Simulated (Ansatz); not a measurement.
# How KI (Fm-3m) expands on warming

Wanted: α(T), C_P(T) and B(T) of KI in the quasi-harmonic approximation.

What experiment has found for this phase:
- volume expansion coefficient 113.7 1e-6/K near room temperature (given in “Descriptors for thermal expansion in solids”, 2017, arXiv:1701.03966)

Program: Ansatz 0.2.0. Level of theory: DFT LDA, scalar-relativistic, plane waves, PAW, in the first sound run; inputs show where later runs differ. Results are calculated unless marked as measured.

**1. Starting point**

Symmetry: Fm-3m, No. 225, cubic system. The conventional cell has a = 7.066 Å, b = 7.066 Å, c = 7.066 Å, α = 90.00°, β = 90.00°, γ = 90.00°. Nearest to K lie 6 I at 3.53 Å. Nearest to I lie 6 K at 3.53 Å. Farther neighbours and most contacts between anions are not listed.

**2. Probe on a coarse mesh**

Before spending time, one coarse run tells the gap and the pressure of the starting cell.

File input.yaml:

```yaml
crystal:
  lattice:
    - [0.0, 3.532775, 3.532775]
    - [3.532775, 0.0, 3.532775]
    - [3.532775, 3.532775, 0.0]
  atoms:
    - { symbol: K, position: [0.0, 0.0, 0.0] }
    - { symbol: I, position: [0.5, 0.5, 0.5] }
kpoints:
  mp_grid: { grid: [4, 4, 4] }
hamiltonian:
  xc: lda
scf:
  occupations: { method: gaussian, width: 0.1 }
  lower_state_search: "off"
output:
  forces: true
  stress: true
  eigenvalues: true
```

Started as:

```console
$ ansatz run input.yaml --threads 8 --pin off --max-ram 16384MiB --backend cpu --events-out ev --progress --plain --runs-dir out
```

Numbers of over 12 decimals in the logs are rounded to 6 here.

The log of the run:

```text
Engine: ansatz 0.2.0, aarch64-unknown-linux-gnu
Pseudopotentials: kind: paw
Pseudopotential: K, paw, valence charge 9, recommended cutoff 420 eV (normal), K.paw.azcp
Pseudopotential: I, paw, valence charge 17, recommended cutoff 420 eV (normal), I.paw.azcp
Functional definition: SPW92
  exchange = slater_x
  correlation = pw_c
Crystal: 2 atoms, lattice volume = 88.182 Å³
Basis set: ecut = 420 eV, 1759 PW (Γ)
Bands: 17, of which v1, the nominal top of the filled ones, is band 13 counted from 1 (12 counted from 0)
Symmetry: 48 space group operations
Space group: Fm-3m (ITA 225), of the structure as read, at distance tolerance 4.5e-5 Å
k-points: 8 of 64
Non-local potential: K, projectors of the file, l = 0: 3, l = 1: 2, l = 2: 2
Non-local potential: I, projectors of the file, l = 0: 2, l = 1: 2, l = 2: 2, l = 3: 2
PAW form: soft (Blöchl's): semilocal exchange-correlation on the pseudo side does not see the compensation charge
PAW frozen core: K, regenerated for the run's functional, and the local potential with it (the file was generated under x = pbe(κ = 0.804, μ = 0.219515), c = pbe(β = 0.066725))
PAW frozen core: I, regenerated for the run's functional, and the local potential with it (the file was generated under x = pbe(κ = 0.804, μ = 0.219515), c = pbe(β = 0.066725))
PAW one-centre angular grid: K, 110 points (default); XC on 64 Gauss nodes
PAW one-centre angular grid: I, 590 points (default); XC on 64 Gauss nodes
Initial density: superposition of atomic densities (neutral atoms: chi_scale 0, normalization atom), corrected by the library's trained network
Initial wavefunctions: pseudopotential atomic-orbital guess
Functional: x = slater, c = lda
SCF iter   1: F=—  HF=-8855.058116 eV  |F-HF|=—  |Δ(HF+E_count)|=         —  Δρ=4.31e-3  dr2=7.36e-3  ethr=1.77e-3  ⟨swp⟩=6.4  Hψ=763  notcnv=0
preconditioner: auto → none  [insulator: Δε(μ)=3.589 eV  Ē_g=13.460 eV  σ=0.100 eV  W_gap=1.00  n_scr=14 (ndim 8)  ℏωp=14.8 eV  f_vac=0.139  D(μ)=0.00/eV (n_scr^D=0)  ε∞_Penn≈2.2]
SCF iter   2: F=—  HF=-8855.055429 eV  |F-HF|=—  |Δ(HF+E_count)|=   2.69e-3  Δρ=2.15e-3  dr2=1.72e-3  ethr=2.83e-5  ⟨swp⟩=2.0  Hψ=243  notcnv=0
SCF iter   3: F=—  HF=-8855.055401 eV  |F-HF|=—  |Δ(HF+E_count)|=   2.84e-5  Δρ=6.36e-4  dr2=6.39e-4  ethr=6.60e-6  ⟨swp⟩=2.0  Hψ=240  notcnv=0
SCF iter   4: F=—  HF=-8855.055102 eV  |F-HF|=—  |Δ(HF+E_count)|=   2.99e-4  Δρ=1.40e-4  dr2=2.32e-5  ethr=2.46e-6  ⟨swp⟩=3.0  Hψ=240  notcnv=0
SCF iter   5: F=—  HF=-8855.055087 eV  |F-HF|=—  |Δ(HF+E_count)|=   1.42e-5  Δρ=2.57e-5  dr2=7.37e-7  ethr=8.94e-8  ⟨swp⟩=2.0  Hψ=240  notcnv=0
SCF iter   6: F=-8855.055087 eV  HF=-8855.055087 eV  |F-HF|=4.20e-9  |Δ(HF+E_count)|=   3.67e-7  Δρ=4.17e-6  dr2=8.37e-9  ethr=3.85e-10  ⟨swp⟩=7.2  Hψ=692  notcnv=0
SCF 1 converged in 6 iterations: F = -8855.055087 eV  dr2 = 8.37e-9
  greatest PAW one-centre occupation: 1.000 electrons in one spin orbital (limit 2), on the I atom at site 1 (counted from 0), in its partial waves of l = 2
SCF converged after 6 iterations
Free energy (F): -8855.055087 eV
Harris-Foulkes:  -8855.055087 eV  (|F-HF|=4.20e-9)
Internal energy: -8855.055087 eV  (E = F + TS)
E sigma→0 (E₀):  -8855.055087 eV
Fermi energy:    3.803860 eV
--- Per-component energies (eV) ---
  E_band       = -527.480405
  E_kinetic    = 443.126766
  E_local      = -2837.770027  (includes V_loc(G=0)·N_el)
  E_nonlocal   = -69.792785
  E_hartree    = 1340.208695
  E_xc         = -260.082892
  E_vxc        = -291.967390  (∫ρ·V_xc dr)
  E_paw        = -5403.351261  (= ΣΔE_a)
  E_vpaw       = -451.491451  (= ΣTr[D̂ρ^β])
  E_aug_tail   = 0.000059  (compensation charges beyond the density's cutoff)
  E_ewald      = -2068.432357
  E_core_change = 1.038715  (= ΣΔE_core)
  E_smearing   = -0.000000  (= −TS)
  E_closure    = -0.000000  (closes the sum)
  Σ components = -8855.055087   (vs F -8855.055087, Δ=0.00e0)
--- Forces (eV/Å), atoms counted from 1 ---
  atom   1  K     -0.00000000     0.00000000     0.00000000
  atom   2  I      0.00000000     0.00000000     0.00000000
  max |Σ_I F_I| component: 5.61e-29 eV/Å
--- Stress (GPa, compression-positive) ---
       -1.306057      -0.000000       0.000000
       -0.000000      -1.306057      -0.000000
       -0.000000      -0.000000      -1.306057
  P = ⅓ Tr σ = -1.3061 GPa (-13.061 kbar)
--- Band table (eV; the first three rows and the last of 8) ---
  k-point 0: bands = [... 9 lower, -8.6159, 1.9998, 1.9998, 1.9998, 5.6049, 8.3004, 8.3004, 8.3004]
  k-point 1: bands = [... 9 lower, -8.4586, 1.1936, 1.8150, 1.8150, 6.7450, 8.3421, 8.9143, 8.9143]
  k-point 2: bands = [... 9 lower, -8.3140, 0.6162, 1.6482, 1.6482, 7.2494, 9.4415, 9.9806, 9.9806]
  k-point 7: bands = [... 9 lower, -8.4050, 1.2421, 1.2421, 1.3710, 8.2401, 8.2401, 8.3955, 9.9118]
```

Run time: 0.33 s. Hardware: 8 threads of Arm Neoverse V1, shared host; peak memory 0.33 GiB; 1.2 s of CPU time.

Reading the cycles: dr2 is the Hartree energy of the density residual (eV), the measure of convergence; HF is the Harris–Foulkes estimate of the energy, which meets the free energy F at convergence.

A gap read on the k-mesh alone can miss the band edges.

This step gave:

```yaml
pressure: -1.306 GPa
gap_on_the_k_mesh: 3.605 eV
volume_per_atom: 44.09 Å³/atom
```

The start is under -1.3 GPa at this level and looks like an insulator or semiconductor on this mesh.

**3. Finding the static equilibrium**

The vibrations must be taken about the equilibrium of this functional, not about the starting cell, so the structure is relaxed.

input.yaml, the sections that differ from step 2:

```yaml
kpoints:
  mp_grid: { grid: [6, 6, 6] }
scf:
  occupations: { method: gaussian, width: 0.02 }
  lower_state_search: "off"
relax:
  adjacent_minimum: "off"
  f_tol: 0.005
  max_steps: 80
  cell: { stress_tol: 0.05 }
# crystal, hamiltonian, output: as in step 2
```

The log of the run:

```text
[...]
Crystal: 2 atoms, lattice volume = 88.182 Å³
Basis set: ecut = 420 eV, 1759 PW (Γ)
Bands: 17, of which v1, the nominal top of the filled ones, is band 13 counted from 1 (12 counted from 0)
Symmetry: 48 space group operations
[...]
k-points: 16 of 216
[...]
SCF iter   1: F=—  HF=-8855.059262 eV  |F-HF|=—  |Δ(HF+E_count)|=         —  Δρ=4.31e-3  dr2=7.75e-3  ethr=1.77e-3  ⟨swp⟩=6.9  Hψ=1633  notcnv=0
[...]
SCF iter   6: F=-8855.056220 eV  HF=-8855.056220 eV  |F-HF|=1.44e-10  |Δ(HF+E_count)|=   1.33e-7  Δρ=2.18e-6  dr2=1.11e-9  ethr=3.85e-10  ⟨swp⟩=6.9  Hψ=1272  notcnv=0
SCF 1 converged in 6 iterations: F = -8855.056220 eV  dr2 = 1.11e-9
[...]
relax step   1: F+E_penalty+E_count = -8855.05622008 eV  Δ(F+E_penalty+E_count) = +0.000e0 eV  max|allowed force component| = 2.199e-29 eV/Å  Δτ_max = 0.0000 Å  P = -1.314 GPa  Ω = 88.182 Å³  (6 SCF iters, dr2 threshold 1.00e-7 eV, accepted)
Crystal: 2 atoms, lattice volume = 84.449 Å³
Basis set: ecut = 420 eV, 1639 PW (Γ)
[...]
iter 1 solved again at ethr=1.13e-5 eV; its pass at ethr=3.10e-3 eV (dr2=2.94e-3 eV) is discarded
[...]
SCF iter   5: F=-8855.082313 eV  HF=-8855.082313 eV  |F-HF|=2.07e-8  |Δ(HF+E_count)|=   5.87e-7  Δρ=8.23e-6  dr2=5.24e-8  ethr=7.69e-10  ⟨swp⟩=4.9  Hψ=1465  notcnv=0
SCF 2 converged in 5 iterations: F = -8855.082313 eV  dr2 = 5.24e-8
relax step   2: F+E_penalty+E_count = -8855.08231257 eV  Δ(F+E_penalty+E_count) = -2.609e-2 eV  max|allowed force component| = 1.528e-29 eV/Å  Δτ_max = 0.0000 Å  P = -0.873 GPa  Ω = 84.449 Å³  energy of the carried Pulay correction = +3.668e-4 eV  (5 SCF iters, dr2 threshold 2.00e-7 eV, accepted)
Crystal: 2 atoms, lattice volume = 77.922 Å³
Basis set: ecut = 420 eV, 1471 PW (Γ)
[...]
SCF iter   5: F=-8855.097018 eV  HF=-8855.097018 eV  |F-HF|=4.22e-8  |Δ(HF+E_count)|=   1.60e-6  Δρ=1.40e-5  dr2=1.40e-7  ethr=7.69e-10  ⟨swp⟩=5.5  Hψ=1506  notcnv=0
SCF 3 converged in 5 iterations: F = -8855.097018 eV  dr2 = 1.40e-7
relax step   3: F+E_penalty+E_count = -8855.09701804 eV  Δ(F+E_penalty+E_count) = -1.471e-2 eV  max|allowed force component| = 1.116e-29 eV/Å  Δτ_max = 0.0000 Å  P = +0.279 GPa  Ω = 77.922 Å³  energy of the carried Pulay correction = +1.048e-3 eV  (5 SCF iters, dr2 threshold 2.00e-7 eV, accepted)
[...]
relax step   4: F+E_penalty+E_count = -8855.09796327 eV  Δ(F+E_penalty+E_count) = -9.452e-4 eV  max|allowed force component| = 2.518e-29 eV/Å  Δτ_max = 0.0000 Å  P = -0.035 GPa  Ω = 79.408 Å³  energy of the carried Pulay correction = +8.882e-4 eV  (5 SCF iters, dr2 threshold 1.95e-7 eV, accepted)
[...]
SCF iter   5: F=-8855.097118 eV  HF=-8855.097118 eV  |F-HF|=0.00e0  |Δ(HF+E_count)|=  1.91e-10  Δρ=1.19e-7  dr2=5.05e-12  ethr=1.00e-12  ⟨swp⟩=5.2  Hψ=1505  notcnv=0
SCF 5 converged in 5 iterations: F = -8855.097118 eV  dr2 = 5.05e-12
relax step   5: F+E_penalty+E_count = -8855.09711844 eV  Δ(F+E_penalty+E_count) = +8.448e-4 eV  max|allowed force component| = 7.593e-30 eV/Å  Δτ_max = 0.0000 Å  P = -0.038 GPa  Ω = 79.408 Å³  stress off target by 3.84e-2 GPa  SCF on the basis re-selected at this cell (its energy is not comparable with the rows above)  (5 SCF iters)
basis re-selected at this cell: Δ(F+E_penalty+E_count) = +8.448e-4 eV, ΔP = -0.003 GPa vs the last step (what re-selecting the basis moved, of the pressure what is left beyond the Pulay correction that the steps carried, after the strain that the cell walked since its last selection, with what the two solves' SCF thresholds leave and, on support functions, any second-order correction that the steps lacked; it is no m [...]
SCF converged after 5 iterations
Free energy (F): -8855.097118 eV
[...]
Internal energy: -8855.097118 eV  (E = F + TS)
E sigma→0 (E₀):  -8855.097118 eV
Fermi energy:    4.810173 eV
[...]
--- Stress (GPa, compression-positive) ---
       -0.038392      -0.000000      -0.000000
       -0.000000      -0.038392      -0.000000
       -0.000000      -0.000000      -0.038392
  P = ⅓ Tr σ = -0.0384 GPa (-0.384 kbar)
--- Band table (eV; the first three rows and the last of 16) ---
  k-point 0: bands = [... 9 lower, -7.9116, 2.8787, 2.8787, 2.8787, 6.7415, 9.1180, 9.1180, 9.1180]
  k-point 1: bands = [... 9 lower, -7.7683, 2.3414, 2.7541, 2.7541, 7.4447, 9.0654, 9.4424, 9.4424]
  k-point 2: bands = [... 9 lower, -7.5280, 1.5541, 2.5282, 2.5282, 8.1001, 9.9320, 10.2473, 10.2473]
  k-point 15: bands = [... 9 lower, -7.6210, 1.8190, 2.1883, 2.1888, 8.2396, 9.3052, 10.2348, 11.3240]
--- Relaxed structure (4 steps of the walk, 4 accepted, 1 SCFs on fresh bases) ---
  F+E_penalty+E_count = -8855.09711844 eV   max|allowed force component| = 7.593e-30 eV/Å   (the final SCF, on the basis selected at the relaxed cell)
  cell:  # Å, volume = 79.4081 Å³
    - [0, 3.411496, 3.411496]
    - [3.411496, 0, 3.411496]
    - [3.411496, 3.411496, 0]
  atoms:
    - { symbol: K, position: [0, 0, 0] }
    - { symbol: I, position: [0.5, 0.5, 0.5] }
```

The job ended after 1.7 s (8 threads; peak memory 0.39 GiB).

Step by step:

```csv
step,energy less that of the first step (eV),largest force component (eV/Å),pressure (GPa),volume (Å³)
1,0.0000,0.0000,-1.31,88.18
2,-0.0261,0.0000,-0.87,84.45
3,-0.0408,0.0000,0.28,77.92
4,-0.0417,0.0000,-0.04,79.41
5*,-0.0409,0.0000,-0.04,79.41
```

Relaxation steps marked * repeat the geometry before them on a plane-wave basis chosen anew for their cell, so energy and pressure can jump there.

The run keeps the 48 symmetry operations that it works with, so distortions that break them were not tested.

```csv
"conventional cell, symmetrised",before,after,change
a (Å),7.066,6.823,-3.4 %
b (Å),7.066,6.823,-3.4 %
c (Å),7.066,6.823,-3.4 %
volume (Å³/atom),44.09,39.70,-9.9 %
```

The relaxed structure:

```xyz
2
Lattice="0.0000 3.4115 3.4115 3.4115 0.0000 3.4115 3.4115 3.4115 0.0000" Properties=species:S:1:pos:R:3 pbc="T T T"
K     0.0000    0.0000    0.0000
I     3.4115    3.4115    3.4115
```

This step gave:

- pressure: -0.03839 GPa
- gap on the k-mesh: 3.863 eV
- volume per atom: 39.70 Å³/atom

The relaxation ends with a pressure of -0.04 GPa.

**4. A second relaxation**

The relaxation is run once more from where the first one ended, as the script does after a large change of volume or of the gap, with mesh and occupations reviewed.

Edit input.yaml of step 3 so:

```diff
@@ -2,5 +2,5 @@
   lattice:
-    - [0.0, 3.532775, 3.532775]
-    - [3.532775, 0.0, 3.532775]
-    - [3.532775, 3.532775, 0.0]
+    - [0.0, 3.4114963063, 3.4114963063]
+    - [3.4114963063, 0.0, 3.4114963063]
+    - [3.4114963063, 3.4114963063, 0.0]
   atoms:
```

The log of the run:

```text
[...]
Crystal: 2 atoms, lattice volume = 79.408 Å³
Basis set: ecut = 420 eV, 1471 PW (Γ)
Bands: 17, of which v1, the nominal top of the filled ones, is band 13 counted from 1 (12 counted from 0)
Symmetry: 48 space group operations
[...]
k-points: 16 of 216
[...]
k-point 15: bands = [... 9 lower, -7.6210, 1.8190, 2.1883, 2.1888, 8.2396, 9.3052, 10.2348, 11.3240]
--- Relaxed structure (1 steps of the walk, 1 accepted, 1 SCFs on fresh bases) ---
[...]
cell:  # Å, volume = 79.4081 Å³
    - [0.0, 3.4114963063, 3.4114963063]
    - [3.4114963063, 0.0, 3.4114963063]
    - [3.4114963063, 3.4114963063, 0.0]
  atoms:
    - { symbol: K, position: [0.0, 0.0, 0.0] }
    - { symbol: I, position: [0.5, 0.5, 0.5] }
[key lines of the parts left out:]
SCF converged after 4 iterations
Free energy (F): -8855.097118 eV
Fermi energy:    4.810172 eV
P = ⅓ Tr σ = -0.0384 GPa (-0.384 kbar)
```

The job ended after 0.74 s (8 threads; peak memory 0.37 GiB; 3.8 s of CPU time).

Little changed from the start: no atom moved by 0.005 Å and no cell edge by 0.1 %.

**5. Relaxing to small residual forces and stress**

The relaxation is repeated with tighter thresholds on force and stress, since phonons are sensitive to what is left; a change of mesh or smearing in the input moves the cell too.

input.yaml, the sections that differ from step 4:

```yaml
kpoints:
  mp_grid: { grid: [8, 8, 8] }
scf:
  occupations: { method: fixed }
  lower_state_search: "off"
relax:
  adjacent_minimum: "off"
  f_tol: 0.001
  max_steps: 60
  cell: { stress_tol: 0.01 }
# crystal, hamiltonian, output: as in step 4
```

The log of the run:

```text
[...]
Crystal: 2 atoms, lattice volume = 79.408 Å³
Basis set: ecut = 420 eV, 1471 PW (Γ)
Bands: 17, of which v1, the nominal top of the filled ones, is band 13 counted from 1 (12 counted from 0)
Symmetry: 48 space group operations
[...]
k-points: 29 of 512
[...]
k-point 28: bands = [... 9 lower, -7.5696, 2.0063, 2.0063, 2.1291, 9.1790, 9.1790, 9.5838, 11.2370]
--- Relaxed structure (3 steps of the walk, 3 accepted, 1 SCFs on fresh bases) ---
[...]
cell:  # Å, volume = 79.2141 Å³
    - [0.0, 3.408716, 3.408716]
    - [3.408716, 0, 3.408716]
    - [3.408716, 3.408716, 0]
  atoms:
    - { symbol: K, position: [0, 0, 0] }
    - { symbol: I, position: [0.5, 0.5, 0.5] }
[key lines of the parts left out:]
SCF converged after 5 iterations
Free energy (F): -8855.097171 eV
Fermi energy:    2.900636 eV
P = ⅓ Tr σ = 0.0002 GPa (0.002 kbar)
```

The job ended after 1.8 s (8 threads; peak memory 0.4 GiB; 11 s of CPU time).

Little changed from the start: no atom moved by 0.005 Å and no cell edge by 0.1 %.

Numbers from this step:

```
pressure          : 2.00e-4 GPa
gap on the k-mesh : 3.869 eV
volume per atom   : 39.61 Å³/atom
```

The residual pressure is 2.0e-4 GPa, small enough for phonons.

(Part 1 of 4 ends here.)

[Logs are printed without paths, hosts, clocks, repeated set-up lines and the standing remarks that a program may print on its own settings, such as how far it seeks lower states.]

[Hosts, paths, dates, database ids (printed as entryN), source tags and the programs' standing remarks are cut or masked in the printed files.]

[A step with changed settings may run another functional than the one named; its input shows which.]
